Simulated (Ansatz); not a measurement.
# ScC3 (built on the AlC3 structure): a soft mode frozen in, part 2 of 2

Wanted: the energy along a soft mode of ScC3 (built on the AlC3 structure) and the structure at the end.

Ansatz 0.2.0; DFT LDA, scalar-relativistic, plane waves, norm-conserving pseudopotentials.

So far, highest frequency on path, mesh or solved points (cm⁻¹): step 2 (the dispersion) 526. Also lowest frequency on the path (cm⁻¹): step 2 -760.

The structure was built from a prototype and need not be the compound's stable phase.

### 5. Energy along the mode, all amplitudes (two of the runs are shown above)

An imaginary frequency means negative curvature, so the energy should fall and then rise again as anharmonic terms take over.

Numbers from this step:

| Property | Result |
| --- | --- |
| depth at the lowest point sampled | 791.5 meV/atom |
| largest atomic shift at that point | 0.45 Å |

Energy from the parent against largest atomic shift:

| largest atomic shift (Å) | energy from the parent (meV/atom) |
| --- | --- |
| 0.000 | 0 |
| 0.040 | -15.7 |
| 0.080 | -60.0 |
| 0.140 | -168 |
| 0.220 | -359 |
| 0.320 | -610 |
| 0.450 | -791 |
| 0.600 | -301 |

Displacement at unit largest shift by atom:

| atom | x (Å) | y (Å) | z (Å) | size |
| --- | --- | --- | --- | --- |
| Sc1 | 0.00 | 0.00 | 0.00 | 0.00 |
| Sc2 | 0.00 | 0.00 | 0.00 | 0.00 |
| C3 | 1.00 | 0.00 | 0.00 | 1.00 |
| C4 | -1.00 | 0.00 | 0.00 | 1.00 |
| C5 | 0.00 | 1.00 | 0.00 | 1.00 |
| C6 | 0.00 | -1.00 | 0.00 | 1.00 |
| C7 | 0.00 | 0.00 | -1.00 | 1.00 |
| C8 | 0.00 | 0.00 | 1.00 | 1.00 |

The lowest step is at 0.45 Å, 791 meV/atom below the parent, and the energy rises beyond it.

### 6. Relaxing from the distorted cell

Starting from the lowest point found, all atoms and the cell are let go, so that strain and other modes of the same symmetry can join in.

Contents of input.yaml:

```yaml
crystal:
  lattice:
    - [3.2537740111, 3.2537740111, 0.0]
    - [3.2537740111, 0.0, 3.2537740111]
    - [3.2537740111, 0.0, -3.2537740111]
  atoms:
    - { symbol: Sc, position: [0.0, 0.0, 0.0] }
    - { symbol: Sc, position: [0.0, 0.5, 0.5] }
    - { symbol: C, position: [0.5, 0.5691504693, 1.0691504693] }
    - { symbol: C, position: [0.5, -0.0691504693, 0.4308495307] }
    - { symbol: C, position: [0.1383009387, -0.0691504693, 0.4308495307] }
    - { symbol: C, position: [-0.1383009387, 0.5691504693, 1.0691504693] }
    - { symbol: C, position: [0.5, -0.0691504693, 1.0691504693] }
    - { symbol: C, position: [0.5, 0.5691504693, 0.4308495307] }
kpoints:
  mp_grid: { grid: [12, 12, 12] }
hamiltonian:
  xc: lda
  pseudopotentials: { kind: nc }
scf:
  occupations: { method: methfessel_paxton, width: 0.2 }
output:
  forces: true
  stress: true
  eigenvalues: true
relax:
  adjacent_minimum: "off"
  f_tol: 0.002
  max_steps: 120
  cell: { stress_tol: 0.03 }
```

Started as:

```console
$ ansatz run input.yaml --threads 8 --pin off --max-ram 14336MiB --backend cpu --events-out ev --progress --plain --runs-dir out
```

Standard output:

```text
[...]
Crystal: 8 atoms, lattice volume = 68.896 Å³
Basis set: ecut = 1115.666836 eV, 5817 PW (Γ)
Bands: 31, of which v1, the nominal top of the filled ones, is band 23 counted from 1 (22 counted from 0)
Symmetry: 48 space group operations
[...]
k-points: 72 of 1728
[...]
SCF iter   1: F=—  HF=-3609.140537 eV  |F-HF|=—  |Δ(HF+E_count)|=         —  Δρ=6.25e-2  dr2=1.81e0  ethr=3.10e-3  ⟨swp⟩=6.1  Hψ=10063  notcnv=0
[...]
SCF iter   8: F=-3608.466404 eV  HF=-3608.466405 eV  |F-HF|=6.37e-8  |Δ(HF+E_count)|=   2.21e-7  S|Δr|=    0.00e0  Δρ=9.86e-6  dr2=8.33e-8  ethr=2.17e-10  ⟨swp⟩=16.0  Hψ=14012  notcnv=0
SCF 1 converged in 8 iterations: F = -3608.466404 eV  dr2 = 8.33e-8
relax step   1: F+E_penalty+E_count = -3608.46640450 eV  Δ(F+E_penalty+E_count) = +0.000e0 eV  max|allowed force component| = 7.613e-2 eV/Å  Δτ_max = 0.0000 Å  P = +7.639 GPa  Ω = 68.896 Å³  (8 SCF iters, dr2 threshold 1.00e-7 eV, accepted)
Crystal: 8 atoms, lattice volume = 71.578 Å³
Basis set: ecut = 1115.666836 eV, 5985 PW (Γ)
[...]
iter 1 solved again at ethr=1.80e-5 eV; its pass at ethr=3.10e-3 eV (dr2=8.27e-3 eV) is discarded
[...]
SCF iter   6: F=-3608.535172 eV  HF=-3608.535172 eV  |F-HF|=4.63e-7  |Δ(HF+E_count)|=   4.68e-7  S|Δr|=    0.00e0  Δρ=2.87e-5  dr2=5.26e-7  ethr=1.74e-9  ⟨swp⟩=10.0  Hψ=12365  notcnv=0
SCF 2 converged in 6 iterations: F = -3608.535172 eV  dr2 = 5.26e-7
relax step   2: F+E_penalty+E_count = -3608.53517191 eV  Δ(F+E_penalty+E_count) = -6.877e-2 eV  max|allowed force component| = 5.726e-2 eV/Å  Δτ_max = 0.0143 Å  P = +0.980 GPa  Ω = 71.578 Å³  energy of the carried Pulay correction = -2.145e-3 eV  (6 SCF iters, dr2 threshold 8.00e-7 eV, accepted)
Crystal: 8 atoms, lattice volume = 71.850 Å³
Basis set: ecut = 1115.666836 eV, 6081 PW (Γ)
[...]
SCF iter   4: F=-3608.535769 eV  HF=-3608.535769 eV  |F-HF|=1.14e-7  |Δ(HF+E_count)|=   2.69e-7  S|Δr|=    0.00e0  Δρ=1.38e-5  dr2=2.23e-7  ethr=1.74e-9  ⟨swp⟩=8.0  Hψ=10348  notcnv=0
SCF 3 converged in 4 iterations: F = -3608.535769 eV  dr2 = 2.23e-7
relax step   3: F+E_penalty+E_count = -3608.53576929 eV  Δ(F+E_penalty+E_count) = -5.974e-4 eV  max|allowed force component| = 4.588e-2 eV/Å  Δτ_max = 0.0008 Å  P = +0.285 GPa  Ω = 71.850 Å³  energy of the carried Pulay correction = -2.358e-3 eV  (4 SCF iters, dr2 threshold 8.00e-7 eV, accepted)
[...]
relax step   4: F+E_penalty+E_count = -3608.53578669 eV  Δ(F+E_penalty+E_count) = -1.740e-5 eV  max|allowed force component| = 4.142e-2 eV/Å  Δτ_max = 0.0022 Å  P = -0.135 GPa  Ω = 71.881 Å³  energy of the carried Pulay correction = -2.383e-3 eV  (4 SCF iters, dr2 threshold 2.02e-7 eV, accepted)
[...]
relax step   5: F+E_penalty+E_count = -3608.53591559 eV  Δ(F+E_penalty+E_count) = -1.289e-4 eV  max|allowed force component| = 2.373e-4 eV/Å  Δτ_max = 0.0011 Å  P = -0.001 GPa  Ω = 71.893 Å³  energy of the carried Pulay correction = -2.392e-3 eV  (4 SCF iters, dr2 threshold 1.07e-7 eV, accepted)
[...]
relax step   6: F+E_penalty+E_count = -3608.53900092 eV  Δ(F+E_penalty+E_count) = -3.085e-3 eV  max|allowed force component| = 4.658e-4 eV/Å  Δτ_max = 0.0000 Å  P = +0.078 GPa  Ω = 71.893 Å³  stress off target by 7.85e-2 GPa  SCF on the basis re-selected at this cell (its energy is not comparable with the rows above)  (6 SCF iters)
[...]
relax step   7: F+E_penalty+E_count = -3608.53898343 eV  Δ(F+E_penalty+E_count) = +1.749e-5 eV  max|allowed force component| = 2.884e-6 eV/Å  Δτ_max = 0.0001 Å  P = +0.001 GPa  Ω = 71.925 Å³  energy of the carried Pulay correction = -2.534e-5 eV  (4 SCF iters, dr2 threshold 1.54e-8 eV, accepted)
[...]
SCF iter   5: F=-3608.539021 eV  HF=-3608.539021 eV  |F-HF|=1.27e-11  |Δ(HF+E_count)|=  1.77e-11  S|Δr|=    0.00e0  Δρ=2.60e-7  dr2=2.51e-11  ethr=1.00e-12  ⟨swp⟩=11.4  Hψ=13135  notcnv=0
SCF 8 converged in 5 iterations: F = -3608.539021 eV  dr2 = 2.51e-11
relax step   8: F+E_penalty+E_count = -3608.53902090 eV  Δ(F+E_penalty+E_count) = -3.748e-5 eV  max|allowed force component| = 3.069e-6 eV/Å  Δτ_max = 0.0000 Å  P = +0.001 GPa  Ω = 71.925 Å³  stress off target by 1.43e-3 GPa  SCF on the basis re-selected at this cell (its energy is not comparable with the rows above)  (5 SCF iters)
[...]
SCF converged after 5 iterations
[...]
Free energy (F): -3608.539021 eV
[...]
Internal energy: -3608.537127 eV  (E = F + TS)
E sigma→0 (E₀):  -3608.538547 eV
Entropy (-TS):   -0.001894 eV (-0.237 meV/atom)
Fermi energy:    12.911834 eV
[...]
--- Stress (GPa, compression-positive) ---
        0.001427       0.000000      -0.000000
        0.000000       0.001427       0.000000
       -0.000000       0.000000       0.001427
  P = ⅓ Tr σ = 0.0014 GPa (0.014 kbar)
--- Band table (eV; the first three rows and the last of 72) ---
  k-point 0: bands = [... 19 lower, 9.1111, 9.1111, 14.2332, 14.2332, 14.2332, 15.5413, 15.5413, 15.5413, ... 4 higher]
  k-point 1: bands = [... 19 lower, 9.2191, 9.2191, 13.7962, 13.7962, 14.2528, 15.5093, 15.6996, 15.6996, ... 4 higher]
  k-point 2: bands = [... 19 lower, 9.5127, 9.5127, 13.0281, 13.0281, 14.3076, 15.4360, 15.8008, 15.8008, ... 4 higher]
  k-point 71: bands = [... 19 lower, 9.6540, 10.7947, 11.2338, 11.2338, 12.4911, 14.0648, 14.7317, 14.7317, ... 4 higher]
--- Relaxed structure (6 steps of the walk, 6 accepted, 2 SCFs on fresh bases) ---
  F+E_penalty+E_count = -3608.53902090 eV   max|allowed force component| = 3.069e-6 eV/Å   (the final SCF, on the basis selected at the relaxed cell)
  cell:  # Å, volume = 71.9252 Å³
    - [3.300783, 3.300783, 0]
    - [3.300783, 0, 3.300783]
    - [3.300783, 0, -3.300783]
  atoms:
    - { symbol: Sc, position: [-5.362658e-19, 1.764991e-19, 1.681688e-19] }
    - { symbol: Sc, position: [-5.362658e-19, 0.500000, 0.500000] }
    - { symbol: C, position: [0.500000, 0.571340, 1.071340] }
    - { symbol: C, position: [0.500000, -0.071340, 0.428660] }
    - { symbol: C, position: [0.142680, -0.071340, 0.428660] }
    - { symbol: C, position: [-0.142680, 0.571340, 1.071340] }
    - { symbol: C, position: [0.500000, -0.071340, 1.071340] }
    - { symbol: C, position: [0.500000, 0.571340, 0.428660] }
```

Elapsed: 33 s, on 8 threads of Arm Neoverse V2, shared host; peak memory 0.96 GiB; 4.2 min of CPU time.

The steps of the relaxation:

| step | energy less that of the first step (eV) | largest force component (eV/Å) | pressure (GPa) | volume (Å³) |
| --- | --- | --- | --- | --- |
| 1 | 0.0000 | 0.0761 | 7.64 | 68.90 |
| 2 | -0.0688 | 0.0573 | 0.98 | 71.58 |
| 3 | -0.0694 | 0.0459 | 0.28 | 71.85 |
| 4 | -0.0694 | 0.0414 | -0.13 | 71.88 |
| 5 | -0.0695 | 0.0002 | 0.00 | 71.89 |
| 6* | -0.0726 | 0.0005 | 0.08 | 71.89 |
| 7 | -0.0726 | 0.0000 | 0.00 | 71.93 |
| 8* | -0.0726 | 0.0000 | 0.00 | 71.93 |

Relaxation steps marked * repeat the geometry before them on a plane-wave basis chosen anew for their cell, so energy and pressure can jump there.

Forces are held to the 48 operations that the program found; a distortion that breaks them can't arise in this run.

| conventional cell, symmetrised | before | after | change |
| --- | --- | --- | --- |
| a (Å) | 6.508 | 6.602 | +1.4 % |
| b (Å) | 6.508 | 6.602 | +1.4 % |
| c (Å) | 6.508 | 6.602 | +1.4 % |
| volume (Å³/atom) | 8.61 | 8.99 | +4.4 % |

The atoms that moved most (Å, as changes of fractional coordinates times the final cell):

| atom | dx | dy | dz | length |
| --- | --- | --- | --- | --- |
| C4 | -0.014 | 0.000 | 0.000 | 0.014 |
| C8 | 0.000 | 0.000 | 0.014 | 0.014 |
| C7 | 0.000 | 0.000 | -0.014 | 0.014 |
| C6 | 0.000 | -0.014 | 0.000 | 0.014 |
| C5 | 0.000 | 0.014 | 0.000 | 0.014 |
| C3 | 0.014 | 0.000 | 0.000 | 0.014 |

Read from the output:

* pressure: 0.001427 GPa
* volume per atom: 8.991 Å³

The distorted start has space group Fm-3m; the relaxation ends in Fm-3m.

### 7. The new phase in its own primitive cell

The relaxed structure is symmetrised, reduced to its primitive cell and relaxed tightly, as its phonons need.

Contents of input.yaml:

```yaml
crystal:
  lattice:
    - [0.0, 3.3007830737, 3.3007830737]
    - [3.3007830737, 0.0, 3.3007830737]
    - [3.3007830737, 3.3007830737, 0.0]
  atoms:
    - { symbol: Sc, position: [0.75, 0.75, 0.75] }
    - { symbol: Sc, position: [0.25, 0.25, 0.25] }
    - { symbol: C, position: [0.6786598665, 0.3213401335, 0.3213401335] }
    - { symbol: C, position: [0.3213401335, 0.6786598665, 0.6786598665] }
    - { symbol: C, position: [0.3213401335, 0.6786598665, 0.3213401335] }
    - { symbol: C, position: [0.6786598665, 0.3213401335, 0.6786598665] }
    - { symbol: C, position: [0.6786598665, 0.6786598665, 0.3213401335] }
    - { symbol: C, position: [0.3213401335, 0.3213401335, 0.6786598665] }
kpoints:
  mp_grid: { grid: [10, 10, 10] }
hamiltonian:
  xc: lda
  pseudopotentials: { kind: nc }
scf:
  occupations: { method: methfessel_paxton, width: 0.2 }
output:
  forces: true
  stress: true
  eigenvalues: true
relax:
  adjacent_minimum: "off"
  f_tol: 0.001
  max_steps: 60
  cell: { stress_tol: 0.01 }
```

Standard output:

```text
[...]
Crystal: 8 atoms, lattice volume = 71.925 Å³
Basis set: ecut = 1115.666836 eV, 6081 PW (Γ)
Bands: 31, of which v1, the nominal top of the filled ones, is band 23 counted from 1 (22 counted from 0)
Symmetry: 48 space group operations
[...]
k-points: 47 of 1000
[...]
atoms:
    - { symbol: Sc, position: [0.750000, 0.750000, 0.750000] }
    - { symbol: Sc, position: [0.25, 0.25, 0.25] }
    - { symbol: C, position: [0.678675, 0.321325, 0.321325] }
    - { symbol: C, position: [0.321325, 0.678675, 0.678675] }
    - { symbol: C, position: [0.321325, 0.678675, 0.321325] }
    - { symbol: C, position: [0.678675, 0.321325, 0.678675] }
    - { symbol: C, position: [0.678675, 0.678675, 0.321325] }
    - { symbol: C, position: [0.321325, 0.321325, 0.678675] }
[key lines of the parts left out:]
SCF converged after 7 iterations
Free energy (F): -3608.537030 eV
Fermi energy:    12.898203 eV
P = ⅓ Tr σ = 0.0014 GPa (0.014 kbar)
```

Run time: 7.8 s. Hardware: 8 threads; peak memory 0.85 GiB; 60 s of CPU time.

Little changed from the start: no atom moved by 0.005 Å and no cell edge by 0.1 %.

Read from the output:

```yaml
pressure: 0.001368 GPa
volume_per_atom: 8.988 Å³
```

The largest force component left is 0.47 meV/Å and the pressure is 0.001 GPa, within the tolerances set. The cell now holds 8.99 Å³/atom.

### 8. Modes of the new phase, k-mesh 10×10×10

A relaxed structure may still be a saddle point, so its zone-centre modes are computed. No field response is asked, since the mesh shows no gap.

Contents of input.yaml:

```yaml
crystal:
  lattice:
    - [0.0, 3.3005135241, 3.3005135241]
    - [3.3005135241, 0.0, 3.3005135241]
    - [3.3005135241, 3.3005135241, 0.0]
  atoms:
    - { symbol: Sc, position: [0.75, 0.75, 0.75] }
    - { symbol: Sc, position: [0.25, 0.25, 0.25] }
    - { symbol: C, position: [0.6786752988, 0.3213247012, 0.3213247012] }
    - { symbol: C, position: [0.3213247012, 0.6786752988, 0.6786752988] }
    - { symbol: C, position: [0.3213247012, 0.6786752988, 0.3213247012] }
    - { symbol: C, position: [0.6786752988, 0.3213247012, 0.6786752988] }
    - { symbol: C, position: [0.6786752988, 0.6786752988, 0.3213247012] }
    - { symbol: C, position: [0.3213247012, 0.3213247012, 0.6786752988] }
kpoints:
  mp_grid: { grid: [10, 10, 10] }
hamiltonian:
  xc: lda
  pseudopotentials: { kind: nc }
scf:
  occupations: { method: methfessel_paxton, width: 0.2 }
output:
  eigenvalues: true
phonons:
  method: dfpt
```

Standard output:

```text
zone centre: on kpoints.mp_grid the ground state, and the responses unless they are solved on pairs of k-points, stand on 282 of the mesh's 1000 k-points, reduced under 2 symmetry operations, with k and −k counted as one. Each operation leaves every solved displacement unchanged or reverses it
[...]
Crystal: 8 atoms, lattice volume = 71.908 Å³
Basis set: ecut = 1115.666836 eV, 6081 PW (Γ), exchange–correlation on 108×108×108 points (8 copies of the dense FFT grid, shifted against one another)
Bands: 31, of which v1, the nominal top of the filled ones, is band 23 counted from 1 (22 counted from 0)
Symmetry: 48 space group operations
k-points: 282 of 1000 (irreducible under 2 space group operations, time reversal used)
[...]
SCF iter   1: F=—  HF=-3609.193685 eV  |F-HF|=—  |Δ(HF+E_count)|=         —  Δρ=6.08e-2  dr2=1.79e0  ethr=3.10e-3  ⟨swp⟩=5.9  Hψ=38821  notcnv=0
[...]
SCF iter  11: F=-3608.537030 eV  HF=-3608.537030 eV  |F-HF|=3.64e-12  |Δ(HF+E_count)|=  4.96e-11  S|Δr|=    0.00e0  Δρ=8.22e-8  dr2=4.19e-12  ethr=1.00e-12  ⟨swp⟩=17.9  Hψ=61948  notcnv=0
SCF 1 converged in 11 iterations: F = -3608.537030 eV  dr2 = 4.19e-12
DFPT response loops at Γ: preconditioner auto → Kerker (q_TF=auto, 2.533 Å⁻¹) (partly filled bands, converged f_vac=0.004); β = 1.00, the filter's whole step (`scf.mixing.beta` (0.50) is not read by the response loops under this deck's `scf.mixing.preconditioner`; to damp them name `kerker` or `kerker_dos`, under which they read `scf.mixing.beta`, and type it under 1.00, their step now; both keys bind the ground state too); Broyden in place of MSR1
SCF converged after 11 iterations
[...]
Free energy (F): -3608.537030 eV
[...]
Internal energy: -3608.538076 eV  (E = F + TS)
E sigma→0 (E₀):  -3608.537292 eV
Entropy (-TS):   0.001046 eV (0.131 meV/atom)
Fermi energy:    12.898202 eV
[...]
--- Band table (eV; the first three rows and the last of 282) ---
  k-point 0: bands = [... 19 lower, 9.1137, 9.1137, 14.2360, 14.2360, 14.2360, 15.5466, 15.5466, 15.5466, ... 4 higher]
  k-point 1: bands = [... 19 lower, 9.2676, 9.2676, 13.6535, 13.6535, 14.2641, 15.5023, 15.7334, 15.7334, ... 4 higher]
  k-point 2: bands = [... 19 lower, 9.6690, 9.6690, 12.7236, 12.7236, 14.3399, 15.4008, 15.8326, 15.8326, ... 4 higher]
  k-point 281: bands = [... 19 lower, 9.3612, 9.7373, 9.8181, 13.2007, 13.2007, 14.9919, 14.9919, 15.3769, ... 4 higher]
--- Phonons (Γ-DFPT): 3 representative perturbations + reference, on 282 of 1000 k-points (Σ response iterations 10) ---
  k mesh reduced under 2 symmetry operations, with k and −k counted as one. Each operation leaves every solved displacement unchanged or reverses it
  ASR residual: 4.510e-5 → 0.000e0 eV/Å²; symmetrization residual: 2.030e-6 eV/Å²
  ASR residual per site (eV/Å²): 4.51e-5 4.51e-5 1.23e-5 1.23e-5 1.23e-5 1.23e-5 1.23e-5 1.23e-5
  Γ frequencies (cm⁻¹): -384.10 -384.10 -384.10 0.00 0.00 0.00 226.24 226.24 226.24 275.29 275.29 275.29 308.04 308.04 308.04 390.89 390.89 439.01 439.01 439.01 627.63 627.63 627.63 926.40
  non-analytic LO–TO correction: not included (Born effective charges unavailable; polar crystals: no LO–TO splitting at Γ)
```

The job ended after 1.9 min (8 threads; peak memory 6.2 GiB; 15 min of CPU time).

Numbers from this step:

- sum-rule residual before enforcement: 4.51e-5 eV/Å²
- highest optical mode at the zone centre (no LO-TO term): 926.4 cm⁻¹
- lowest optical zone-centre mode: -384.1 cm⁻¹

Patterns of degenerate modes are one choice out of their space. Modes at Γ, with each element's share of the kinetic energy (negative means imaginary):

| mode | frequency (cm⁻¹) | symmetry | Sc % | C % |
| --- | --- | --- | --- | --- |
| 1 | -384.1 | T2g | 0 | 100 |
| 2 | -384.1 | T2g | 0 | 100 |
| 3 | -384.1 | T2g | 0 | 100 |
| 4 | 0.0 | acoustic | 56 | 44 |
| 5 | 0.0 | acoustic | 56 | 44 |
| 6 | 0.0 | acoustic | 56 | 44 |
| 7 | 226.2 | T2g | 100 | 0 |
| 8 | 226.2 | T2g | 100 | 0 |
| 9 | 226.2 | T2g | 100 | 0 |
| 10 | 275.3 | T1u | 43 | 57 |
| 11 | 275.3 | T1u | 43 | 57 |
| 12 | 275.3 | T1u | 43 | 57 |
| 13 | 308.0 | T1g | 0 | 100 |
| 14 | 308.0 | T1g | 0 | 100 |
| 15 | 308.0 | T1g | 0 | 100 |
| 16 | 390.9 | Eg | 0 | 100 |
| 17 | 390.9 | Eg | 0 | 100 |
| 18 | 439.0 | T2u | 0 | 100 |
| 19 | 439.0 | T2u | 0 | 100 |
| 20 | 439.0 | T2u | 0 | 100 |
| 21 | 627.6 | T1u | 2 | 98 |
| 22 | 627.6 | T1u | 2 | 98 |
| 23 | 627.6 | T1u | 2 | 98 |
| 24 | 926.4 | A1g | 0 | 100 |

Displacements in mode 3 (-384.1 cm⁻¹), the largest set to 1:
```
Sc1 -0.01  0.00  0.00
Sc2  0.01  0.00  0.00
C3   0.00 -0.05 -0.06
C4   0.00  0.05  0.06
C5  -0.05  0.00 -1.00
C6   0.05  0.00  1.00
C7   0.06  1.00  0.00
C8  -0.06 -1.00  0.00
```

Displacements in mode 23 (627.6 cm⁻¹), the largest set to 1:
```
Sc1  0.00 -0.08  0.09
Sc2  0.00 -0.08  0.09
C3  -0.01  0.63 -0.67
C4  -0.01  0.63 -0.67
C5   0.00 -0.94 -0.67
C6   0.00 -0.94 -0.67
C7   0.00  0.63  1.00
C8   0.00  0.63  1.00
```

Before it was imposed, the acoustic sum rule was missed by 4.5e-5 eV/Å². Small misses are needed for a sound result but don't prove that mesh and cutoff are converged. The lowest optical mode is imaginary, 384.1i cm⁻¹, so the energy falls along it.

### 9. Results

| Quantity | Value |
| --- | --- |
| unstable mode of the parent | q = (-0.5, -0.5, -0.5), 760i cm⁻¹ |
| depth at the lowest point sampled | 791 meV/atom |
| largest atomic shift at that point | 0.45 Å |
| space group reached | Fm-3m |
| energy gained over the parent (first relaxation, on the mesh of the frozen mode) | 801 meV/atom |
| volume per atom, phase reached | 8.99 Å³ |
| lowest optical zone-centre mode, phase reached | -384 cm⁻¹ |
| highest optical mode at the zone centre (no LO-TO term), phase reached | 926 cm⁻¹ |

**Reading.** Along this mode the structure falls into Fm-3m, 801 meV/atom below the parent. At the parent's cell the well is 791.5 meV/atom deep on the steps tried, with its lowest point at a shift of 0.45 Å. Relaxing atoms and cell changes the gain by +9.08 meV/atom against the lowest step (energies at zero smearing). The new phase still has an imaginary mode at the zone centre of its cell, so it is a saddle point on the way to a lower structure. Each path keeps the symmetry of its pattern, so a lower phase may lie along a pattern not tried. With no gap, or one that is small against the smearing, the frequencies hang on the k mesh and the smearing, most of all near Kohn anomalies. The phonon runs are without spin polarisation, although the cell has an odd electron count. A phonon run warned that its eigensolver left some bands unconverged in a pass. The starting cell was built on a prototype and not taken from a measurement, so the phase need not exist.

[Long decimals in the printed logs are rounded to 6 places.]

[Logs are printed without paths, hosts, clocks, repeated set-up lines and the standing remarks that a program may print on its own settings, such as how far it seeks lower states.]

[Hosts, paths, dates, database ids (printed as entryN), source tags and the programs' standing remarks are cut or masked in the printed files.]

[Where the starting crystal was built by hand or by swapping elements, it need not be the compound's stable phase.]
